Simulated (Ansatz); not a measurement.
In doubt: masses and optical values from hybrid runs of this build are listed as unsure (in some of the runs), which bears on the screening that GW takes from such a start.

Two G0W0 runs on La2O3 (P-3m1).

```xyz
5
Lattice="3.9308 0.0000 0.0000 -1.9654 3.4042 0.0000 0.0000 0.0000 6.1120" Properties=species:S:1:pos:R:3 pbc="T T T"
La    1.9654    1.1347    4.6070
La    0.0000    2.2694    1.5050
O     1.9654    1.1347    2.1643
O     0.0000    2.2694    3.9477
O     0.0000    0.0000    0.0000
```

The cell and positions are those that the Materials Project relaxed with its own functionals (PBE, PBE+U or r2SCAN), kept fixed. Spin-orbit coupling is left out unless a run names it. PAW set soft_2, made with PBE.

The first (Ansatz 0.2.0; start PBE, 6×6×2 mesh, 525 empty bands, screening to 200 eV; 1 × NVIDIA H100 80GB HBM3 (shared by 3 runs) with 3 threads of AMD EPYC 7R13 (Zen 3), shared host) gave, on its mesh: starting gap 3.84 eV, G0W0 gap 5.48 eV, RPA ε∞ (mean) 4.58, 30 s.

The second changes start from PBE to HSE06. What does it give?

It gave: starting gap 5.29 eV, G0W0 gap 5.77 eV, RPA ε∞ (mean) 3.68, 52 s. The G0W0 gap moves by +0.29 eV, +1.44 eV from the start and −1.15 eV from the correction.

Limits: not at the basis limit; f levels unsure; no spin-orbit coupling; coarse k mesh.

[Paths, hosts, dates, memory and timing lines, banners, echoed tables and standing remarks are left out of the program output.]

[Logs are printed without paths, hosts, clocks, repeated set-up lines and the standing remarks that a program may print on its own settings, such as how far it seeks lower states.]

[Runs of the session that timed out or met a known fault of the program may be left out.]

[Cells called generated may have been cut or substituted from an entry of the Crystallography Open Database or the Materials Project.]

[Hosts, paths, dates, database ids (printed as entryN), source tags and the programs' standing remarks are cut or masked in the printed files.]
